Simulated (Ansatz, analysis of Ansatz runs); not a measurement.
# Moving an added electron between Mo sites in Na2MoO4 (Fd-3m)

Aim: the energy barrier that a trapped electron meets when it moves from one Mo atom to another one nearby in Na2MoO4 (Fd-3m). The model is a cell of 56 host atoms.

Main program and level: Ansatz 0.2.0; plane-wave PAW DFT, PBEsol+U; relaxation of all atoms of a supercell at fixed charge in a uniform background; PAW set soft_1.

Report form: the programs' logs are mostly left out.

**1. Starting point**

The cell holds 56 atoms: 16 Na, 8 Mo and 32 O. Cell: a = 9.086 Å, b = 9.086 Å, c = 9.086 Å, α = 90.0°, β = 90.0°, γ = 90.0°. It derives from Na2MoO4 (space group Fd-3m). Nearest the centre at fractional (0.625, 0.375, 0.375): Mo20 at 1.97 Å, Mo23 at 1.97 Å, O36 at 2.17 Å, O39 at 2.17 Å, O49 at 2.17 Å, O47 at 2.17 Å, O27 at 2.17 Å, O43 at 2.17 Å.

Hubbard terms: Mo d 5.0 eV. They were chosen, not fitted, to curb self-interaction in the shells named, the trial site's among them. The two sites are Mo20 and Mo23. The cell's shortest repeat is 9.1 Å.

**2. The cell without the carrier**

The neutral cell is relaxed first, from small random displacements, so that bond lengths and moments with the carrier can be set beside those of a relaxed cell without it.

File neutral.relax/input.yaml:

```yaml
crystal:
  lattice:
    - [9.08595436, 0.0, 0.0]
    - [0.0, 9.08595436, 0.0]
    - [0.0, 0.0, 9.08595436]
  atoms:
    - { symbol: Na, position: [0.125, 0.125, 0.125] }
    - { symbol: Na, position: [0.125, 0.625, 0.625] }
    - { symbol: Na, position: [0.625, 0.125, 0.625] }
    - { symbol: Na, position: [0.625, 0.625, 0.125] }
    - { symbol: Na, position: [0.125, 0.375, 0.375] }
    - { symbol: Na, position: [0.125, 0.875, 0.875] }
    - { symbol: Na, position: [0.625, 0.375, 0.875] }
    - { symbol: Na, position: [0.625, 0.875, 0.375] }
[... 44 atom lines left out ...]
    - { symbol: O, position: [0.362752, 0.137248, 0.637248] }
    - { symbol: O, position: [0.362752, 0.637248, 0.137248] }
    - { symbol: O, position: [0.862752, 0.137248, 0.137248] }
    - { symbol: O, position: [0.862752, 0.637248, 0.637248] }
basis:
  ecutwfc: 420
  xc_grid: 2
hamiltonian:
  xc: pbesol
  hubbard:
    sites: [{ species: Mo, l: d, u_eff: 5.0 }]
    projectors: ortho-atomic
  pseudopotentials: { kind: paw, azcp: { folder: soft_1 }, xc_functional: pbe }
kpoints:
  mp_grid: { grid: [1, 1, 1] }
scf:
  occupations: { method: fermi_dirac, width: 0.01 }
  max_iter: 120
  lower_state_search: "off"
output:
  forces: true
relax:
  f_tol: 0.02
  max_steps: 70
  random_displacement: { amplitude: 0.04, seed: 6004 }
checkpoint:
  write: "../neutral.relax.run"
  compress: false
  write_wavefunctions: true
  write_every: 100000
```

On the command line:

```sh
$ ansatz run input.yaml --threads 4 --pin off --max-ram 17899MiB --backend cpu --events-out ev --progress --plain --runs-dir out
```

It took 16 s on 4 threads of Intel Xeon Platinum 8375C at 2.90GHz (Ice Lake), shared host; peak memory 1 GiB; 52 s of CPU time.

The largest displacement from an ideal site is 0.005 Å.

**3. The electron on the first site**

The nearest neighbour or neighbours of the site start displaced and the site's starting moment is changed by the carrier's spin, since a carrier doesn't trap itself in the undistorted lattice.

File A.relax/input.yaml:

```yaml
crystal:
  lattice:
    - [9.08595436, 0.0, 0.0]
    - [0.0, 9.08595436, 0.0]
    - [0.0, 0.0, 9.08595436]
  atoms:
    - { symbol: Na, position: [0.124464, 0.124526, 0.125545] }
    - { symbol: Na, position: [0.12445, 0.624619, 0.625295] }
    - { symbol: Na, position: [0.624495, 0.124832, 0.625537] }
    - { symbol: Na, position: [0.624065, 0.624928, 0.125406] }
    - { symbol: Na, position: [0.124139, 0.374546, 0.375644] }
    - { symbol: Na, position: [0.124773, 0.874566, 0.875427] }
    - { symbol: Na, position: [0.624448, 0.374423, 0.875883] }
    - { symbol: Na, position: [0.624761, 0.874996, 0.375283] }
[... 44 atom lines left out ...]
    - { symbol: O, position: [0.362221, 0.136747, 0.63768] }
    - { symbol: O, position: [0.362399, 0.636675, 0.137469] }
    - { symbol: O, position: [0.862258, 0.136926, 0.137862] }
    - { symbol: O, position: [0.862404, 0.636887, 0.637497] }
total_charge: -1
basis:
  ecutwfc: 420
  xc_grid: 2
hamiltonian:
  xc: pbesol
  hubbard:
    sites: [{ species: Mo, l: d, u_eff: 5.0 }]
    projectors: ortho-atomic
  pseudopotentials: { kind: paw, azcp: { folder: soft_1 }, xc_functional: pbe }
kpoints:
  mp_grid: { grid: [1, 1, 1] }
magnetization:
  spin_polarized: true
  initial_magnetization: 1
  spin_locking: { lock_magnetization: hard }
scf:
  occupations: { method: fermi_dirac, width: 0.01 }
  max_iter: 120
  lower_state_search: "off"
output:
  forces: true
relax:
  f_tol: 0.015
  max_steps: 70
  escape_saddle: false
checkpoint:
  write: "../A.relax.run"
  compress: false
  write_wavefunctions: true
  write_every: 100000
```

Run time: 45 s. Hardware: 4 threads; peak memory 1.5 GiB.

Step by step:

```csv
step,energy less that of the first step (eV),largest force component (eV/Å)
1,0.0000,0.6607
2,-0.2115,0.1067
3,-0.2247,0.0611
4,-0.2270,0.0066
5,-0.2270,0.0066
```

The atoms that moved most (Å):

```csv
atom,dx,dy,dz,length
Na7,-0.022,0.014,-0.065,0.070
Na5,0.064,0.013,0.021,0.069
O30,0.043,0.026,-0.043,0.067
Na4,-0.020,-0.015,0.062,0.067
Na2,0.061,-0.013,-0.022,0.066
O39,-0.041,-0.027,-0.044,0.066
Na16,-0.060,-0.013,0.025,0.066
Na14,0.023,-0.011,-0.061,0.066
```

The moves above count from the input, in which the site's nearest neighbours were already displaced; the distances below compare with the cell without the carrier.

Distances from Mo20 without and with the electron:

```csv
atom,without (Å),with (Å)
O49,1.77,1.84
O36,1.77,1.84
O30,1.78,1.84
O39,1.78,1.84
```

The largest changes of the moments are 0.45 μB on Mo20, 0.02 μB on O30 and 0.02 μB on O49. The largest part sits on the chosen site.

**4. The electron on the second site**

The same start is made on the second site, to get the end of the hop.

File B.relax/input.yaml:

```yaml
crystal:
  lattice:
    - [9.08595436, 0.0, 0.0]
    - [0.0, 9.08595436, 0.0]
    - [0.0, 0.0, 9.08595436]
  atoms:
    - { symbol: Na, position: [0.124464, 0.124526, 0.125545] }
    - { symbol: Na, position: [0.12445, 0.624619, 0.625295] }
[... 17 atom lines left out ...]
    - { symbol: Mo, position: [0.49934, 0.499651, 0.500568] }
[... 2 atom lines left out ...]
    - { symbol: Mo, position: [0.749397, 0.249687, 0.250623], spin: 1.0 }
[... 12 atom lines left out ...]
    - { symbol: O, position: [0.612096, 0.612435, 0.387755] }
[... 2 atom lines left out ...]
    - { symbol: O, position: [0.612114, 0.386849, 0.61342] }
[... 7 atom lines left out ...]
    - { symbol: O, position: [0.630146, 0.368848, 0.131495] }
[... 1 atom line left out ...]
    - { symbol: O, position: [0.386556, 0.386824, 0.387839] }
[... 6 atom lines left out ...]
    - { symbol: O, position: [0.862404, 0.636887, 0.637497] }
total_charge: -1
basis:
  ecutwfc: 420
  xc_grid: 2
hamiltonian:
  xc: pbesol
  hubbard:
    sites: [{ species: Mo, l: d, u_eff: 5.0 }]
    projectors: ortho-atomic
  pseudopotentials: { kind: paw, azcp: { folder: soft_1 }, xc_functional: pbe }
kpoints:
  mp_grid: { grid: [1, 1, 1] }
magnetization:
  spin_polarized: true
  initial_magnetization: 1
  spin_locking: { lock_magnetization: hard }
scf:
  occupations: { method: fermi_dirac, width: 0.01 }
  max_iter: 120
  lower_state_search: "off"
output:
  forces: true
relax:
  f_tol: 0.015
  max_steps: 70
  escape_saddle: false
checkpoint:
  write: "../B.relax.run"
  compress: false
  write_wavefunctions: true
  write_every: 100000
```

Wall time 45 s (4 threads); peak memory 1.5 GiB.

Distances from Mo23 without and with the electron:

```csv
atom,without (Å),with (Å)
O43,1.77,1.84
O55,1.78,1.84
O27,1.78,1.84
O47,1.78,1.84
```

The largest changes of the moments are 0.45 μB on Mo23, 0.02 μB on O43 and 0.02 μB on O27. The largest part sits on the chosen site.

**5. Points on the line between the two structures**

All atoms move on the straight line between the two relaxed structures, 2.15 amu^1/2 Å long in mass-weighted terms. Each point starts from the state of the point before, once from either end, so that both localised states can be followed; the midpoint is also started with the carrier shared.

File A.x0500/input.yaml:

```yaml
crystal:
  lattice:
    - [9.08595436, 0.0, 0.0]
    - [0.0, 9.08595436, 0.0]
    - [0.0, 0.0, 9.08595436]
  atoms:
    - { symbol: Na, position: [0.121564, 0.125717, 0.127128] }
    - { symbol: Na, position: [0.127421, 0.623478, 0.623726] }
[... 17 atom lines left out ...]
    - { symbol: Mo, position: [0.498604, 0.500352, 0.501326], spin: 1.0 }
[... 2 atom lines left out ...]
    - { symbol: Mo, position: [0.750358, 0.248873, 0.249582] }
[... 3 atom lines left out ...]
    - { symbol: O, position: [0.864902, 0.365916, 0.362651] }
[... 11 atom lines left out ...]
    - { symbol: O, position: [0.611734, 0.383287, 0.615776] }
[... 7 atom lines left out ...]
    - { symbol: O, position: [0.637173, 0.365969, 0.135225] }
[... 1 atom line left out ...]
    - { symbol: O, position: [0.384119, 0.383283, 0.388239] }
[... 6 atom lines left out ...]
    - { symbol: O, position: [0.864176, 0.638107, 0.639119] }
total_charge: -1
basis:
  ecutwfc: 420
  xc_grid: 2
hamiltonian:
  xc: pbesol
  hubbard:
    sites: [{ species: Mo, l: d, u_eff: 5.0 }]
    projectors: ortho-atomic
  pseudopotentials: { kind: paw, azcp: { folder: soft_1 }, xc_functional: pbe }
kpoints:
  mp_grid: { grid: [1, 1, 1] }
magnetization:
  spin_polarized: true
  initial_magnetization: 1
  spin_locking: { lock_magnetization: hard }
scf:
  occupations: { method: fermi_dirac, width: 0.01 }
  max_iter: 120
  lower_state_search: "off"
output:
  forces: true
  eigenvalues: true
  eigenstates: { localisation: true }
  write_density: true
  write_potential: true
  volumetric_format: npy
checkpoint:
  read: "../A.x0375.run"
  write: "../A.x0500.run"
  compress: false
  write_wavefunctions: true
  write_every: 100000
```

Run time: 17 s. Hardware: 4 threads; peak memory 1.5 GiB; 62 s of CPU time.

From eigenstates.tsv, first k-point; energies on the run's zero. The participation number counts the atoms that a state is spread over, of 56; bands count from 0.

```csv
spin,band,energy (eV),occupation,participation,largest share on,share
down,218,4.307,1.00,8.2,O43,0.22
down,219,4.327,1.00,10.6,O27,0.13
down,220,4.357,1.00,10.8,O47,0.15
down,221,4.379,1.00,8.3,O30,0.19
down,222,4.391,1.00,9.2,O30,0.17
down,223,4.418,1.00,9.6,O27,0.13
down,224,8.557,0.00,12.3,Mo18,0.17
down,225,8.565,0.00,15.6,Mo17,0.11
down,226,8.649,0.00,16.2,Mo18,0.13
down,227,8.651,0.00,17.0,Mo21,0.11
down,228,8.718,0.00,11.6,Mo18,0.18
up,219,4.329,1.00,10.2,O27,0.14
up,220,4.354,1.00,12.5,O47,0.12
up,221,4.386,1.00,8.3,O30,0.20
up,222,4.395,1.00,8.1,O30,0.19
up,223,4.426,1.00,8.5,O49,0.14
up,224,8.090,0.96,7.6,Mo20,0.23
up,225,8.154,0.04,8.1,Mo20,0.22
up,226,8.549,0.00,12.8,Mo18,0.17
up,227,8.550,0.00,15.1,Mo24,0.12
up,228,8.613,0.00,17.2,Mo17,0.10
up,229,8.613,0.00,17.3,Mo21,0.10
```

Under PBEsol+U (5 eV) at the zone centre alone, the highest filled state is spin up, spread over 8 of 56 atoms, and the lowest empty one, 0.06 eV above it, is spin up, spread over 8 of 56 atoms.

The largest moments in the atoms' spheres: Mo20 0.26, Mo23 0.26, O43 -0.01, O36 -0.01, O49 -0.01, O27 -0.01 μB.

Spin density in the ac plane at fractional y = 0.375, through the centre, with atoms of Na and O within 0.45 Å of it.

Ten even steps from '_' (-2.03 × 1e-2 e/Å³) to '@' (1.04 × 1e-2 e/Å³), each cell a mean:
```
**************************************************
**************************************************
**************************************************
**************************************************
**************************************************
**************************************************
****************************####******************
****************************%%%%++****************
**************************++**++--****************
**********************####++..__++######**##******
********************########++==**######**********
********************####%%####******########******
******************++++########********######******
**************##@@**..++####************####++++**
**************##%%--__==**************++==----****
****************++==****************##**--__%%@@##
********************####**********######++--**##**
******************########********########********
**********************######**++++**########******
************************######++..==**####********
******************####**####**--..--++************
****************************++++@@##**************
********************************####**************
**************************************************
```
Columns run along a (9.1 Å), rows up along c (9.1 Å). Atoms in or near the plane, at fractional coordinates: Na at (0.12, 0.38), Na at (0.62, 0.88), Na at (0.38, 0.13), Na at (0.87, 0.62), O at (0.36, 0.86), O at (0.86, 0.36), O at (0.11, 0.11), O at (0.61, 0.62), O at (0.14, 0.64), O at (0.64, 0.14), O at (0.38, 0.39), O at (0.89, 0.89).

Valence density in the ac plane at fractional y = 0.375, through the centre, with atoms of Na and O within 0.45 Å of it. It is the smooth field of the valence electrons, not physical close to the nuclei.

Ten steps, logarithmic in the rise over the least value, from '_' (0 e/Å³) to '@' (19 e/Å³), each cell a mean:
```
......________....::..________....______..------::
..__________..::==++==::____==##**--__..--++**++--
..__________..==**##**--....##@@@@++....==**##**==
..__________::==**##**--....**%%%%==__..--++**++--
__________..::--==++==::____::====..____..------..
____..........::::::..________..__________....____
__..--==--::......________..::::::..______....____
__::++****==::____________::==++==::____--****--__
..--**####==..__________..--**##**==....**@@@@**..
__::++**++--..__________..--**##**==....++@@@@++..
__..::--::..__________....--==++==::____::====::__
______..__________........::::::....______....____
____......____..::--==--::....__________..::::..__
__::**##++..__::++****==::..__________..--++==--..
..==%%@@%%::..::**####++::____________::++####++::
__--##@@##::__::==****==..__________..--++####++::
__..--==--____..::----::____________..::==++++--..
______..__________....________........::::::::..__
__..::::..______..::::______::--==--::......______
..--==++--..__..++####--__..==****++--..__________
::==####++::__::##@@@@++..::++####**--..__________
::++####++::__..**%%##--__..==****++::____________
::--++++--..____::----..____::----::..__________..
::::::::..____________________....________........
```
Columns run along a (9.1 Å), rows up along c (9.1 Å). Atoms in or near the plane, at fractional coordinates: Na at (0.12, 0.38), Na at (0.62, 0.88), Na at (0.38, 0.13), Na at (0.87, 0.62), O at (0.36, 0.86), O at (0.86, 0.36), O at (0.11, 0.11), O at (0.61, 0.62), O at (0.14, 0.64), O at (0.64, 0.14), O at (0.38, 0.39), O at (0.89, 0.89).

Electrostatic potential energy in the ac plane at fractional y = 0.375, through the centre, with atoms of Na and O within 0.45 Å of it. With pseudopotentials it is smooth inside the atoms' cores, unlike the true potential.

Ten even steps from '0' (-49 eV) to '9' (11 eV), each cell a mean:
```
8899999999999988899999888
8999999965799852279984348
9999999732489820048973137
9999999632499840059985359
9999988865799986689999899
9999988889999999999999999
9987788899999999999998899
9953478999999975699973369
9831279999999832379830038
9963489999999832389840048
9998999999988875799985589
9999999999988889999999999
9988899998888899999999999
9832489963369999999986689
9600179941259999999952269
9710289964479999999942269
9875799998899999998875689
9999999999999999988889999
9999999987899998788889999
9966899841279974358999999
9622599710059962148999999
9522599830169974369999999
8755899986789998899999998
8899999999999999999999988
```
Columns run along a (9.1 Å; values clipped at the 3rd and 97th percentile), rows up along c (9.1 Å). Atoms in or near the plane, at fractional coordinates: Na at (0.12, 0.38), Na at (0.62, 0.88), Na at (0.38, 0.13), Na at (0.87, 0.62), O at (0.36, 0.86), O at (0.86, 0.36), O at (0.11, 0.11), O at (0.61, 0.62), O at (0.14, 0.64), O at (0.64, 0.14), O at (0.38, 0.39), O at (0.89, 0.89).

Free energies from the first end:

```csv
started from,fraction,energy (eV),moment change on Mo20 (μB),on Mo23 (μB)
first site,0,0.000,0.45,0.00
first site,0.125,0.019,0.44,0.00
first site,0.25,0.074,0.43,0.01
first site,0.375,0.145,0.37,0.12
first site,0.5,0.172,0.26,0.26
first site,0.625,0.145,0.12,0.37
second site,0.875,0.019,0.00,0.44
second site,0.75,0.074,0.01,0.43
second site,0.625,0.145,0.12,0.37
second site,0.5,0.172,0.26,0.26
second site,0.375,0.145,0.37,0.12
shared,0.5,0.172,0.26,0.26
second site,1,0.000,0.00,0.45
```

**6. Results**

* barrier forward: 0.17 eV
* barrier backward: 0.17 eV
* distance of the two sites without the carrier: 3.93 Å
* carrier at the midpoint: shared

In words: On this line the electron must cross 0.17 eV to hop 3.93 Å; both ends have the same energy within 0.005 eV. At the midpoint the lowest state found shares the carrier between both sites, and no finished start kept it on one. That fits an adiabatic hop but does not prove it, since self-interaction left by this U favours sharing too. With an assumed attempt frequency of 1e13 per second the rate at 300 K would be 1e+10 per second for this barrier, if every crossing succeeded. A straight line need not be the lowest path, so the true barrier at this U can be lower, or higher if the ends can still break their symmetry. No run compares the localised electron with one spread in the band, so its binding is unknown and the barrier may exceed it. The program's search for lower electronic states was switched off in all runs, so that each state is followed; none is shown to be the lowest at its structure. No image-charge correction is applied; it nearly cancels along the line while the charge stays localised. What this leaves open: sampling at the zone centre alone can move energies of charged and open-shell states by tenths of an eV or more in cells of this size; gap and trapping depend on the U chosen (Mo d 5.0 eV).

[Logs are printed without paths, hosts, clocks, repeated set-up lines and the standing remarks that a program may print on its own settings, such as how far it seeks lower states.]

[Hosts, paths, dates, database ids (printed as entryN), source tags and the programs' standing remarks are cut or masked in the printed files.]
